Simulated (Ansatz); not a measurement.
# Lattice dynamics of Ba2H3I (P-3m1), part 2 of 2

Task: relax Ba2H3I (P-3m1), then find its harmonic phonons.

Ansatz 0.2.0; DFT PBEsol, scalar-relativistic, plane waves, PseudoDojo norm-conserving pseudopotentials.

So far: Set-up; Bringing the structure to rest. The relaxed cell has a = 4.429, c = 7.916 Å (conventional setting).

### Step 3. Relaxing to small forces for the phonons

Phonons need a cell at rest on their own settings, so the relaxation is repeated with tight tolerances on forces and stress, using the mesh and the filling of the phonon run that follows.

File input.yaml:

```yaml
crystal:
  lattice:
    - [4.4290149581, 0.0, 0.0]
    - [-2.2145074791, 3.8356394675, 0.0]
    - [0.0, 0.0, 7.9164869497]
  atoms:
    - { symbol: Ba, position: [0.6666666667, 0.3333333333, 0.6854857274] }
    - { symbol: Ba, position: [0.3333333333, 0.6666666667, 0.3145142726] }
    - { symbol: H, position: [0.6666666667, 0.3333333333, 0.3564990771] }
    - { symbol: H, position: [0.3333333333, 0.6666666667, 0.6435009229] }
    - { symbol: H, position: [0.0, 0.0, 0.5] }
    - { symbol: I, position: [0.0, 0.0, 0.0] }
kpoints:
  mp_grid: { grid: [6, 6, 4] }
hamiltonian:
  xc: pbesol
  pseudopotentials: { kind: nc, accuracy: standard }
scf:
  occupations: { method: fixed }
output:
  forces: true
  stress: true
  eigenvalues: true
relax:
  adjacent_minimum: "off"
  f_tol: 0.001
  max_steps: 60
  cell: { stress_tol: 0.01 }
```

Command:

```sh
$ ansatz run input.yaml --threads 4 --pin off --max-ram 7168MiB --backend cpu --events-out ev --progress --plain --runs-dir out
```

Numbers of over 12 decimals in the logs are rounded to 6 here.

The log of the run:

```text
[...]
Crystal: 6 atoms, lattice volume = 134.486 Å³
Basis set: ecut = 979.609905 eV, 9353 PW (Γ), exchange–correlation on 96×96×162 points (8 copies of the dense FFT grid, shifted against one another)
Bands: 21, of which v1, the nominal top of the filled ones, is band 15 counted from 1 (14 counted from 0)
Symmetry: 12 space group operations
[...]
k-points: 24 of 144
[...]
cell:  # Å, volume = 134.4728 Å³
    - [4.429247, 2.8869099258944593e-11, 0]
    - [-2.214624, 3.835841, 0]
    - [-1.5385299254202632e-19, 0, 7.914872]
  atoms:
    - { symbol: Ba, position: [0.666667, 0.333333, 0.685519] }
    - { symbol: Ba, position: [0.333333, 0.666667, 0.314481] }
    - { symbol: H, position: [0.666667, 0.333333, 0.356219] }
    - { symbol: H, position: [0.333333, 0.666667, 0.643781] }
    - { symbol: H, position: [0, 0, 0.5] }
    - { symbol: I, position: [0, 0, 0] }
[key lines of the parts left out:]
SCF converged after 10 iterations
Free energy (F): -1928.856350 eV
Fermi energy:    6.620541 eV
P = ⅓ Tr σ = 0.0002 GPa (0.002 kbar)
```

Elapsed: 64 s, on 4 threads of Arm Neoverse N1, shared host; peak memory 0.77 GiB.

Little changed from the start: no atom moved by 0.005 Å and no cell edge by 0.1 %.

This step gave:

* pressure: 1.61e-4 GPa
* gap on the k-mesh: 2.025 eV
* direct gap on mesh: 2.491 eV

The largest force component left is 0.037 meV/Å and the pressure is 0.000 GPa, within the tolerances set. The cell now holds 22.41 Å³/atom.

### Step 4. Zone-centre response

The zone centre is the only wavevector solved here; it holds the modes that light can see, as far as symmetry allows. The response to a homogeneous field gives the Born charges and the dielectric tensor, and its change with displacement the Raman tensors.

File input.yaml:

```yaml
crystal:
  lattice:
    - [4.4292471833, 0.0, 0.0]
    - [-2.2146235917, 3.8358405804, 0.0]
    - [0.0, 0.0, 7.9148717423]
  atoms:
    - { symbol: Ba, position: [0.6666666667, 0.3333333333, 0.6855189978] }
    - { symbol: Ba, position: [0.3333333333, 0.6666666667, 0.3144810022] }
    - { symbol: H, position: [0.6666666667, 0.3333333333, 0.3562193981] }
    - { symbol: H, position: [0.3333333333, 0.6666666667, 0.6437806019] }
    - { symbol: H, position: [0.0, 0.0, 0.5] }
    - { symbol: I, position: [0.0, 0.0, 0.0] }
kpoints:
  mp_grid: { grid: [6, 6, 4] }
hamiltonian:
  xc: pbesol
  pseudopotentials: { kind: nc, accuracy: standard }
scf:
  occupations: { method: fixed }
output:
  eigenvalues: true
phonons:
  method: dfpt
  dielectric: true
  rigid_motions: translations
  raman: true
```

The log of the run:

```text
Engine: ansatz 0.2.0, aarch64-unknown-linux-gnu
Pseudopotentials: kind: nc
Pseudopotential: Ba, nc, valence charge 10, recommended cutoff 770 eV (normal), Ba.nc.azcp (PseudoDojo's, or run here from an input of PseudoDojo's; its table is named by hamiltonian.pseudopotentials.accuracy)
Pseudopotential: H, nc, valence charge 1, recommended cutoff 979.609905 eV (normal), H.nc.azcp (PseudoDojo's, or run here from an input of PseudoDojo's; its table is named by hamiltonian.pseudopotentials.accuracy)
Pseudopotential: I, nc, valence charge 7, recommended cutoff 952.398519 eV (normal), I.nc.azcp (PseudoDojo's, or run here from an input of PseudoDojo's; its table is named by hamiltonian.pseudopotentials.accuracy)
Functional definition: PBEsol
  exchange = pbesol_x
  correlation = pbesol_c
Crystal: 6 atoms, lattice volume = 134.473 Å³
Basis set: ecut = 979.609905 eV, 9353 PW (Γ), exchange–correlation on 96×96×162 points (8 copies of the dense FFT grid, shifted against one another)
Bands: 21, of which v1, the nominal top of the filled ones, is band 15 counted from 1 (14 counted from 0)
Symmetry: 12 space group operations
k-points: 47 of 144 (irreducible under 2 space group operations, time reversal used)
Non-local potential: Ba, projectors of the file, l = 0: 2, l = 1: 2, l = 2: 2, l = 3: 2
Non-local potential: H, projectors of the file, l = 0: 2, l = 1: 1
Non-local potential: I, projectors of the file, l = 0: 2, l = 1: 2, l = 2: 2, l = 3: 2
Initial density: superposition of atomic densities (chi_scale 0.1, normalization cell, long waves kept (reshape's long-wave potential 0.14 eV rms))
Initial wavefunctions: pseudopotential atomic-orbital guess
Functional: x = pbesol(κ = 0.804, μ = 0.123457), c = pbesol(β = 0.046)
SCF iter   1: F=—  HF=-1935.025608 eV  |F-HF|=—  |Δ(HF+E_count)|=         —  Δρ=6.46e-2  dr2=3.20e1  ethr=3.10e-3  ⟨swp⟩=7.1  Hψ=6238  notcnv=0  defer=166
preconditioner: auto → Resta (q_TF=auto, 2.125 Å⁻¹)  ε∞=3.3  [insulator: Δε(μ)=0.036 eV  Ē_g=10.836 eV  n_scr=22 (ndim 8)  ℏωp=16.3 eV  f_vac=0.000  ε∞_Penn≈3.3]
SCF iter   2: F=—  HF=-1929.214410 eV  |F-HF|=—  |Δ(HF+E_count)|=    5.81e0  Δρ=2.04e-2  dr2=1.08e0  ethr=3.10e-3  ⟨swp⟩=6.3  Hψ=3228  notcnv=0  defer=156
SCF iter   3: F=—  HF=-1928.914228 eV  |F-HF|=—  |Δ(HF+E_count)|=   3.00e-1  Δρ=8.84e-3  dr2=2.44e-1  ethr=3.10e-3  ⟨swp⟩=2.6  Hψ=1536  notcnv=0  defer=174
SCF iter   4: F=—  HF=-1928.854201 eV  |F-HF|=—  |Δ(HF+E_count)|=   6.00e-2  Δρ=2.27e-3  dr2=1.02e-2  ethr=8.14e-4  ⟨swp⟩=3.8  Hψ=2130  notcnv=0  defer=182
SCF iter   5: F=—  HF=-1928.856201 eV  |F-HF|=—  |Δ(HF+E_count)|=   2.00e-3  Δρ=3.20e-4  dr2=1.68e-4  ethr=3.41e-5  ⟨swp⟩=5.8  Hψ=2132  notcnv=0  defer=187
SCF iter   6: F=—  HF=-1928.856326 eV  |F-HF|=—  |Δ(HF+E_count)|=   1.25e-4  Δρ=6.48e-5  dr2=5.05e-6  ethr=5.60e-7  ⟨swp⟩=2.4  Hψ=1685  notcnv=0  defer=187
SCF iter   7: F=—  HF=-1928.856329 eV  |F-HF|=—  |Δ(HF+E_count)|=   2.48e-6  Δρ=1.13e-5  dr2=2.02e-7  ethr=1.68e-8  ⟨swp⟩=3.0  Hψ=1635  notcnv=0  defer=183
SCF iter   8: F=—  HF=-1928.856350 eV  |F-HF|=—  |Δ(HF+E_count)|=   2.09e-5  Δρ=2.34e-6  dr2=9.97e-9  ethr=6.73e-10  ⟨swp⟩=2.6  Hψ=1728  notcnv=0  defer=183
SCF iter   9: F=—  HF=-1928.856350 eV  |F-HF|=—  |Δ(HF+E_count)|=   2.90e-9  Δρ=4.96e-7  dr2=3.86e-10  ethr=3.32e-11  ⟨swp⟩=2.4  Hψ=1678  notcnv=0  defer=183
SCF iter  10: F=-1928.856350 eV  HF=-1928.856350 eV  |F-HF|=1.59e-12  |Δ(HF+E_count)|=  1.57e-10  Δρ=1.05e-7  dr2=2.05e-11  ethr=1.00e-12  ⟨swp⟩=28.7  Hψ=13406  notcnv=0
SCF 1 converged in 10 iterations: F = -1928.856350 eV  dr2 = 2.05e-11
DFPT response loops at Γ: preconditioner auto → Resta (q_TF=auto, 2.125 Å⁻¹)  ε∞=5.4 (no band partly filled); β = 1.00, the filter's whole step (`scf.mixing.beta` (0.50) is not read by the response loops at its default; to damp them type it under 1.00, their step now; it binds the ground state too); Broyden in place of MSR1
── the response to a field inside a basis, on 10×10×6 k-points: an SCF that follows is theirs, and a resumed run solves both again ──
Bands: 16, of which v1, the nominal top of the filled ones, is band 15 counted from 1 (14 counted from 0)
k-points: 165
[...]
Eigensolver: Dense (165 Hₖ)
[...]
SCF 1 converged in 5 iterations: F = -1928.848636 eV  dr2 = 4.64e-12
DFPT response loops at Γ: preconditioner auto → Resta (q_TF=auto, 2.125 Å⁻¹)  ε∞=5.3 (no band partly filled); β = 1.00, the filter's whole step (`scf.mixing.beta` (0.50) is not read by the response loops at its default; to damp them type it under 1.00, their step now; it binds the ground state too); Broyden in place of MSR1
DFPT response loops at Γ: mixed as the last ones told, above
```

The job ended after 57 min (4 threads; peak memory 3.2 GiB).

The run was cut off at the time limit after its SCF cycle had converged; no result of it is taken.

### Step 5. Zone-centre response

The zone centre is the only wavevector solved here; it holds the modes that light can see, as far as symmetry allows. No field response is asked.

input.yaml, as its differences from that of step 4:

```diff
@@ -23,4 +23 @@
   method: dfpt
-  dielectric: true
-  rigid_motions: translations
-  raman: true
```

The log of the run:

```text
[...]
Crystal: 6 atoms, lattice volume = 134.473 Å³
Basis set: ecut = 979.609905 eV, 9353 PW (Γ), exchange–correlation on 96×96×162 points (8 copies of the dense FFT grid, shifted against one another)
Bands: 21, of which v1, the nominal top of the filled ones, is band 15 counted from 1 (14 counted from 0)
Symmetry: 12 space group operations
k-points: 47 of 144 (irreducible under 2 space group operations, time reversal used)
[...]
ASR residual: 1.577e-4 → 0.000e0 eV/Å²; symmetrization residual: 3.592e-7 eV/Å²
  ASR residual per site (eV/Å²): 1.58e-4 1.58e-4 1.92e-5 1.92e-5 3.01e-5 9.65e-5
  Γ frequencies (cm⁻¹): 0.00 0.00 0.00 68.30 68.30 69.88 69.88 94.34 125.87 460.13 460.13 576.68 709.29 740.42 849.10 849.10 868.67 868.67
  non-analytic LO–TO correction: not included (Born effective charges unavailable; polar crystals: no LO–TO splitting at Γ)
[key lines of the parts left out:]
SCF converged after 10 iterations
Free energy (F): -1928.856350 eV
Fermi energy:    6.620540 eV
```

Run time: 4.7 min. Hardware: 4 threads; peak memory 2.2 GiB; 11 min of CPU time.

Numbers from this step:

| Item | Value |
| --- | --- |
| sum-rule residual before enforcement | 1.58e-4 eV/Å² |
| point group | -3m |
| highest optical mode at the zone centre (no LO-TO term) | 868.7 cm⁻¹ |
| lowest optical zone-centre mode | 68.3 cm⁻¹ |

Without the LO-TO term. Patterns of degenerate modes are one choice out of their space. Modes at Γ, with each element's share of the kinetic energy:

| mode | frequency (cm⁻¹) | symmetry | Ba % | H % | I % |
| --- | --- | --- | --- | --- | --- |
| 1 | 0.0 | acoustic | 68 | 1 | 31 |
| 2 | 0.0 | acoustic | 68 | 1 | 31 |
| 3 | 0.0 | acoustic | 68 | 1 | 31 |
| 4 | 68.3 | Eu | 31 | 0 | 69 |
| 5 | 68.3 | Eu | 31 | 0 | 69 |
| 6 | 69.9 | Eg | 100 | 0 | 0 |
| 7 | 69.9 | Eg | 100 | 0 | 0 |
| 8 | 94.3 | A2u | 31 | 0 | 69 |
| 9 | 125.9 | A1g | 100 | 0 | 0 |
| 10 | 460.1 | Eu | 1 | 99 | 0 |
| 11 | 460.1 | Eu | 1 | 99 | 0 |
| 12 | 576.7 | A2u | 0 | 100 | 0 |
| 13 | 709.3 | A1g | 0 | 100 | 0 |
| 14 | 740.4 | A2u | 1 | 99 | 0 |
| 15 | 849.1 | Eg | 0 | 100 | 0 |
| 16 | 849.1 | Eg | 0 | 100 | 0 |
| 17 | 868.7 | Eu | 0 | 100 | 0 |
| 18 | 868.7 | Eu | 0 | 100 | 0 |

Displacements in mode 4 (68.3 cm⁻¹), the largest set to 1:
```
Ba1  0.07 -0.46  0.00
Ba2  0.07 -0.46  0.00
H3   0.07 -0.43  0.00
H4   0.07 -0.43  0.00
H5   0.07 -0.43  0.00
I6  -0.16  1.00  0.00
```

Displacements in mode 10 (460.1 cm⁻¹), the largest set to 1:
```
Ba1  0.00 -0.01  0.00
Ba2  0.00 -0.01  0.00
H3   0.00  0.22  0.00
H4   0.00  0.22  0.00
H5   0.01  1.00  0.00
I6   0.00  0.00  0.00
```

Before it was imposed, the acoustic sum rule was missed by 1.6e-4 eV/Å². Small misses are needed for a sound result but don't prove that mesh and cutoff are converged. The lowest optical mode is real, 68.3 cm⁻¹.

### Step 6. Isotope substitution, element Ba, natural mass 137.327 amu

An isotope changes the mass and not the force constants, so no new electronic calculation is needed; the shifts show which modes move this element.

The same force constants with the mass of Ba changed from 137.327 to 133.905 u (phonopy, no LO-TO term). Both lists are sorted by frequency; levels can cross, so a row need not hold one and the same mode. Modes under 3 cm⁻¹ are left out. Isotope shifts, by row:

| q | rank | natural mass (cm⁻¹) | changed mass (cm⁻¹) |
| --- | --- | --- | --- |
| 0 0 0 | 4 | 68.3 | 68.57 |
| 0 0 0 | 5 | 68.3 | 68.57 |
| 0 0 0 | 6 | 69.88 | 70.77 |
| 0 0 0 | 7 | 69.88 | 70.77 |
| 0 0 0 | 8 | 94.34 | 94.72 |
| 0 0 0 | 9 | 125.9 | 127.5 |
| 0 0 0 | 10 | 460.1 | 460.2 |
| 0 0 0 | 11 | 460.1 | 460.2 |
| 0 0 0 | 12 | 576.7 | 576.7 |
| 0 0 0 | 13 | 709.3 | 709.3 |
| 0 0 0 | 14 | 740.4 | 740.5 |
| 0 0 0 | 15 | 849.1 | 849.1 |
| 0 0 0 | 16 | 849.1 | 849.1 |
| 0 0 0 | 17 | 868.7 | 868.7 |
| 0 0 0 | 18 | 868.7 | 868.7 |

A mode of this element alone would shift by +1.27 %. The highest zone-centre frequency without the field goes from 868.7 to 868.7 cm⁻¹ (+0.0 %). The product of the frequency ratios over all optical modes at Γ is 1.052; the product rule, (m/m′)^(3k/2) (M′/M)^(3/2) with k = 2 such atoms and M the mass of the cell, gives 1.051.

### Step 7. Another isotope, element H, natural mass 1.008 amu

The same for H, from 1.01 to 2.01 u.

A mode of this element alone would shift by -29.26 %. The highest zone-centre frequency without the field goes from 868.7 to 615.7 cm⁻¹ (-29.1 %). The product of the frequency ratios over all optical modes at Γ is 0.045; the product rule, (m/m′)^(3k/2) (M′/M)^(3/2) with k = 3 such atoms and M the mass of the cell, gives 0.045.

### Step 8. Results

```
space group after relaxation (within 0.01 Å)            : P-3m1
volume per atom                                         : 22.4 Å³
gap on the k-mesh                                       : 2.03 eV
highest optical mode at the zone centre (no LO-TO term) : 869 cm⁻¹
lowest optical zone-centre mode                         : 68.3 cm⁻¹
imaginary modes at Γ (the only wavevector solved)       : none
```

In words: The structure is stable against zone-centre distortions, since no mode there is imaginary; other wavevectors were not solved, so zone-boundary instabilities are untested. Without the field, the optical modes at Γ span 68 to 869 cm⁻¹. No dispersion was computed. The highest mode in this list at Γ, 868.7 cm⁻¹, is mostly motion of H (100 % of the kinetic energy). Spin-orbit coupling is left out, which can matter for the heavy elements here. These are harmonic frequencies at zero temperature: anharmonic shifts, linewidths and thermal expansion are left out.

[Logs are printed without paths, hosts, clocks, repeated set-up lines and the standing remarks that a program may print on its own settings, such as how far it seeks lower states.]

[Hosts, paths, dates, database ids (printed as entryN), source tags and the programs' standing remarks are cut or masked in the printed files.]
